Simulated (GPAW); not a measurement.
# Dielectric function and optical constants of SrVO3

Aim: the dielectric function of SrVO3, and the optical constants that follow from it.

Main program and level: GPAW 26.7.0; DFT, PBE, plane-wave PAW (GPAW data sets), scalar-relativistic, RPA, optical limit.

This is a report of a sequence of runs, with most program output left out.

### 1. Set-up

Symmetry: Pm-3m, No. 221, cubic system. The conventional cell has a = 3.841 Å, b = 3.841 Å, c = 3.841 Å, α = 90.00°, β = 90.00°, γ = 90.00°. Nearest to Sr lie 12 O at 2.72 Å. Nearest to V lie 6 O at 1.92 Å. O has 2 V at 1.92 Å and 4 Sr at 2.72 Å nearest. Farther neighbours and most contacts between anions are not listed.

### 2. Ground state

The self-consistent density comes first; it also tells whether there is a gap, which decides the occupations and the need for a Drude term.

This step: DFT, PBE, plane-wave PAW (GPAW data sets), scalar-relativistic, ground state (GPAW 26.7.0).

The input, gs.py:

```python
from ase import Atoms
from ase.dft.bandgap import bandgap
from gpaw import GPAW, PW, FermiDirac

atoms = Atoms(['Sr', 'V', 'O', 'O', 'O'],
              cell=[[3.840900000000, 0.000000000000, 0.000000000000],
                    [0.000000000000, 3.840900000000, 0.000000000000],
                    [0.000000000000, 0.000000000000, 3.840900000000]],
              scaled_positions=[[0.500000000000, 0.500000000000, 0.500000000000],
                                [0.000000000000, 0.000000000000, 0.000000000000],
                                [0.000000000000, 0.000000000000, 0.500000000000],
                                [0.000000000000, 0.500000000000, 0.000000000000],
                                [0.500000000000, 0.000000000000, 0.000000000000]],
              pbc=[True, True, True])
atoms.set_initial_magnetic_moments([0.0, 2.0, 0.0, 0.0, 0.0])
atoms.calc = GPAW(mode=PW(450), xc='PBE', kpts={'size': (6, 6, 6), 'gamma': True},
                  occupations=FermiDirac(0.05), maxiter=150, txt='gs.txt')
print('energy (eV)', atoms.get_potential_energy())
print('Fermi level (eV)', atoms.calc.get_fermi_level())
print('valence electrons', atoms.calc.get_number_of_electrons())
print('gap (eV)', bandgap(atoms.calc, output=None)[0])
print('direct gap (eV)', bandgap(atoms.calc, direct=True, output=None)[0])
print('moments', atoms.get_magnetic_moments().round(3).tolist())
atoms.calc.write('gs.gpw')
```

Command:

```bash
$ OMP_NUM_THREADS=1 python gs.py
```

Elapsed: 28 s, on 1 thread of Arm Neoverse V2, shared host; peak memory 0.17 GiB.

Numbers from this step:

| Quantity | Value |
| --- | --- |
| energy | -36.64 eV |
| Fermi energy | 8.688 eV |
| electrons | 41 |
| site moments | 0.001, 0.449, -0.004, -0.004, -0.004 μB |

There are states at the Fermi level within the smearing, so the occupations stay smeared and the carriers get a Drude term.

### 3. Bands for the response

At the fixed density, many empty bands are solved on the mesh of the response, since the spectrum sums over them.

This step: DFT, PBE, plane-wave PAW (GPAW data sets), scalar-relativistic, bands at fixed density (GPAW 26.7.0).

The input, nscf.py:

```python
from ase.dft.bandgap import bandgap
from gpaw import GPAW, FermiDirac

calc = GPAW('gs.gpw').fixed_density(kpts={'size': (10, 10, 10), 'gamma': True}, nbands=48, convergence={'bands': 42},
                                    occupations=FermiDirac(0.05), txt='nscf.txt')
print('gap (eV)', bandgap(calc, output=None)[0])
print('direct gap (eV)', bandgap(calc, direct=True, output=None)[0])
print('top band over the Fermi level (eV)', min(calc.get_eigenvalues(kpt=k)[41] for k in range(len(calc.get_ibz_k_points()))) - calc.get_fermi_level())
calc.write('full.gpw', mode='all')
```

Command:

```bash
$ OMP_NUM_THREADS=1 python nscf.py
```

It took 91 s on 1 thread; peak memory 0.29 GiB.

### 4. Dielectric function, RPA

Transitions between filled and empty bands, summed over the zone, give the optical response, so mesh, band count and broadening shape it.

The induced potential is part of this response.

This step: DFT, PBE, plane-wave PAW (GPAW data sets), scalar-relativistic, RPA, optical limit (GPAW 26.7.0).

The input, df.py:

```python
from gpaw.response.df import DielectricFunction

df = DielectricFunction('full.gpw', frequencies={'type': 'nonlinear', 'domega0': 0.03, 'omega2': 8},
                        ecut=80,
                        eta=0.1,
                        nbands=42,
                        rate=0.03,
                        txt='df.txt')
for direction in ['x']:
    df.get_dielectric_function(xc='RPA', direction=direction, filename=f'df_{direction}.csv')
```

Command:

```bash
$ OMP_NUM_THREADS=1 python df.py
```

The job ended after 20 s (1 thread; peak memory 0.43 GiB).

Numbers from this step:

- centre of weight of the strongest loss peak in the window: 1.035 eV

Sum at mesh points, not converged in k. Table of Im ε, E ∥ x by photon energy; read off at these points:

photon energy (eV), Im ε, E ∥ x and a bar:
```
    0.500        4.3 ##################
    0.750        1.2 ####
    1.000        0.6 #
    1.250        0.3 
    1.500        0.3 
    1.750        0.3 
    2.000        0.4 
    2.250        0.4 #
    2.500        0.4 #
    2.750        0.8 ##
    3.000        1.9 #######
    3.250        5.1 #####################
    3.500        6.6 ############################
    3.636        7.0 ##############################
    3.750        6.3 ###########################
    4.000        5.8 #########################
    4.250        4.8 ####################
    4.500        4.0 #################
    4.750        3.3 #############
    5.000        2.6 ##########
    5.250        3.0 ############
    5.500        2.5 ##########
    5.750        2.3 #########
    6.000        2.9 ############
    6.250        2.8 ###########
    6.500        2.8 ###########
    6.750        3.7 ###############
    6.875        4.2 ##################
    7.000        4.0 #################
    7.250        3.8 ###############
    7.500        3.3 #############
    7.750        3.3 #############
    8.000        2.8 ###########
    8.250        3.1 #############
    8.500        3.9 ################
    8.578        4.1 #################
    8.750        3.9 ################
    9.000        3.7 ###############
    9.250        3.1 ############
    9.500        2.9 ############
    9.750        2.8 ###########
   10.000        3.3 ##############
   10.250        3.0 ############
   10.500        2.3 #########
   10.750        2.1 ########
   11.000        1.9 #######
   11.250        1.7 ######
   11.500        2.1 ########
   11.750        2.5 ##########
   11.866        2.6 ##########
   12.000        2.4 ##########
   12.250        2.1 ########
   12.500        1.8 #######
   12.750        1.9 #######
   13.000        1.5 ######
   13.250        1.0 ###
   13.500        0.9 ###
   13.750        1.0 ###
   14.000        0.8 ##
   14.250        0.6 #
   14.500        0.6 ##
   14.750        0.8 ##
```

Values under 1 per cm are given as 1; sum at mesh points, not converged in k. Table of absorption coefficient, E ∥ x by photon energy:

```csv
photon energy (eV),"absorption coefficient, E ∥ x (1/cm)"
0.5,2.1e5
1.0,72461
1.5,11176
2.0,17087
2.5,22101
3.0,1.0e5
3.5,4.2e5
4.0,5.3e5
4.5,5.1e5
5.0,3.8e5
5.5,4.1e5
6.0,4.6e5
6.5,4.6e5
7.0,7.6e5
7.5,7.4e5
8.0,7.0e5
8.5,9.1e5
9.0,1.1e6
9.5,1.0e6
10.0,1.2e6
10.5,1.1e6
11.0,9.4e5
11.5,9.3e5
12.0,1.3e6
12.5,1.1e6
13.0,1.2e6
13.5,7.3e5
14.0,6.7e5
14.5,4.3e5
```

The loss function −Im 1/ε at q → 0, E ∥ x has structure finer than the step of the table below, so its rows give means over 0.5 eV, whole bins alone (the curve runs from 0.305 to 15.0 eV). Peaks (eV: height): 1.04: 1.78, 13.34: 1.21.

Sum at mesh points, not converged in k. Table of loss function −Im 1/ε at q → 0, E ∥ x by energy loss; means over each step:

```csv
energy loss (eV),"loss function −Im 1/ε at q → 0, E ∥ x"
1.0,0.505
1.5,0.0339
2.0,0.0164
2.5,0.0134
3.0,0.0303
3.5,0.0822
4.0,0.142
4.5,0.203
5.0,0.213
5.5,0.196
6.0,0.157
6.5,0.149
7.0,0.179
7.5,0.229
8.0,0.233
8.5,0.202
9.0,0.260
9.5,0.312
10.0,0.300
10.5,0.421
11.0,0.498
11.5,0.391
12.0,0.405
12.5,0.537
13.0,0.681
13.5,0.975
14.0,0.942
14.5,0.490
```

The reflectivity at normal incidence, E ∥ x has structure finer than the step of the table below, so its rows give means over 0.5 eV, whole bins alone (the curve runs from 0.305 to 15.0 eV). Peaks (eV: height): 3.59: 29.7, 6.93: 21.0, 9.09: 22.7, 10.17: 23.5, 12.18: 20.7, 13.17: 22.5.

Sum at mesh points, not converged in k. The reflectivity at normal incidence, E ∥ x by photon energy; means over each step:

```csv
photon energy (eV),"reflectivity at normal incidence, E ∥ x (%)"
1.0,36.5
1.5,7.49
2.0,13.6
2.5,17.8
3.0,24.7
3.5,28.8
4.0,25.8
4.5,20.7
5.0,14.8
5.5,13.6
6.0,15.0
6.5,16.6
7.0,20.4
7.5,17.8
8.0,15.8
8.5,19.4
9.0,21.6
9.5,18.7
10.0,20.4
10.5,20.5
11.0,14.4
11.5,12.7
12.0,19.1
12.5,18.1
13.0,20.9
13.5,11.3
14.0,7.43
14.5,2.48
```

The Im ε, E ∥ x has structure finer than the step of the table below, so its rows give means over 0.5 eV, whole bins alone (the curve runs from 0.305 to 15.0 eV). Peaks (eV: height): without local fields 3.59: 7.23, 6.87: 4.15, 8.58: 4.33, 11.71: 2.93; with local fields 3.64: 7.03, 6.87: 4.24, 8.58: 4.07, 11.87: 2.60.

Sum at mesh points, not converged in k. The Im ε, E ∥ x by photon energy; means over each step:

```csv
photon energy (eV),without local fields,with local fields
1.0,0.655,0.655
1.5,0.270,0.269
2.0,0.373,0.367
2.5,0.506,0.490
3.0,2.60,2.45
3.5,6.58,6.31
4.0,5.51,5.52
4.5,3.93,3.99
5.0,2.78,2.81
5.5,2.52,2.55
6.0,2.71,2.75
6.5,3.04,3.10
7.0,3.93,4.02
7.5,3.34,3.36
8.0,3.10,2.98
8.5,3.95,3.72
9.0,3.84,3.62
9.5,3.20,2.97
10.0,3.43,3.14
10.5,2.52,2.39
11.0,2.10,1.87
11.5,2.58,2.10
12.0,2.49,2.42
12.5,1.77,1.86
13.0,1.28,1.50
13.5,0.861,0.920
14.0,0.717,0.772
14.5,0.628,0.640
```

Optical constants at common wavelengths, from n + ik = √ε:

```csv
wavelength (nm),n,k,R (%),1/α
1550,0.27,1.904,79.0,65 nm
1064,1.12,0.173,1.0,489 nm
800,1.82,0.069,8.6,922 nm
405,3.00,0.423,25.8,76 nm
365,2.87,1.048,28.6,28 nm
308,2.20,1.337,26.8,18 nm
193,1.92,0.709,15.0,22 nm
```

In reflection the computed colour is faintly blue: x = 0.282, y = 0.293, luminous reflectivity 15 %.

### 5. Results

```json
{
  "centre of weight of the strongest loss peak in the window, first axis": "1.04 eV"
}
```

What this shows: At this level (PBE, RPA) SrVO3 is a metal. The mesh is too coarse to trust the carriers' weight, the reflectivity or the colour to better than tens of per cent. In reflection the computed colour is faintly blue: x = 0.282, y = 0.293, luminous reflectivity 15 %. The carriers' damping of 0.03 eV is typed, not computed; it shapes the response at the lowest energies. The magnetic state comes from one start and need not be the lowest. In this version of GPAW the matrix elements of the optical limit are incomplete, which can lower ε − 1 by up to a tenth where first-row anions or d states rule, and shift it by more in d metals. GPAW's carrier term has the form −ωp²/(ω + i·rate)², which damps like twice the rate and fails at low energy, so the curves leave the lowest energies out. The sum runs over mesh points 0.16 Å⁻¹ apart with no interpolation, so peaks are partly noise of the mesh, and the Drude plasma energy, a sum over the Fermi surface, isn't converged.

[Machine, clock and banner lines and Python warnings are left out of the logs.]

[Logs are printed without paths, hosts, clocks, repeated set-up lines and the standing remarks that a program may print on its own settings, such as how far it seeks lower states.]

[Hosts, paths, dates, database ids (printed as entryN), source tags and the programs' standing remarks are cut or masked in the printed files.]
